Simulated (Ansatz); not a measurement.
Consider CsRuCl3 (cubic perovskite) (Pm-3m).

The structure was built from a prototype and need not be the compound's stable phase.

The structure is cubic, space group Pm-3m (No. 221). The conventional cell has a = 4.978 Å, b = 4.978 Å, c = 4.978 Å, α = 90.00°, β = 90.00°, γ = 90.00°. Nearest to Cs lie 12 Cl at 3.52 Å. Ru has 6 Cl at 2.49 Å nearest. Nearest to Cl lie 2 Ru at 2.49 Å and 4 Cs at 3.52 Å. Farther neighbours and most contacts between anions are not listed.

```
Cs Ru Cl
1.0
    -4.97849    0.00000    0.00000
     0.00000   -4.97849    0.00000
     0.00000    0.00000    4.97849
Cs Ru Cl
1 1 3
Direct
  0.00000 0.00000 0.00000
  0.50000 0.50000 0.50000
  0.50000 0.50000 0.00000
  0.50000 0.00000 0.50000
  0.00000 0.50000 0.50000
```

The structure was relaxed with PBE. The structure type comes from a generator and need not be one that this composition takes. The structure was generated from a model, not taken from a measurement. The runs that relaxed it are not among those shown. The program's search for lower electronic states was switched off, so nothing shows that the state found is the lowest. Spin-orbit coupling is left out unless a run names it. PAW set soft_2, made with PBE.

A constrained-RPA run (Ansatz 0.2.0; non-magnetic PBE; Ru d + anion p, bands v12 to c2, 4×4×4 mesh, medium accuracy) builds 14 functions on bands 9.7 eV wide, with 24.0 electrons in the window. The bare on-site interaction is 15.6 eV and the bare J 0.59 eV.

**Question.** What U and J survive the screening?

On the Ru d shell, U = 6.14 eV (39 % of the bare value), U′ = 5.23 eV, J = 0.45 eV.

The parent state is non-magnetic and the interaction static (zero frequency); U depends on the window and the orbitals, so it belongs to this model alone. A window that holds the anion p bands defines a model with explicit ligands; its U belongs to that model and is not the U of DFT+U.

[Paths, hosts, dates, memory and timing lines, banners, echoed tables and standing remarks are left out of the program output.]

[Logs are printed without paths, hosts, clocks, repeated set-up lines and the standing remarks that a program may print on its own settings, such as how far it seeks lower states.]

[Runs of the session that timed out or met a known fault of the program may be left out.]

[Hosts, paths, dates, database ids (printed as entryN), source tags and the programs' standing remarks are cut or masked in the printed files.]
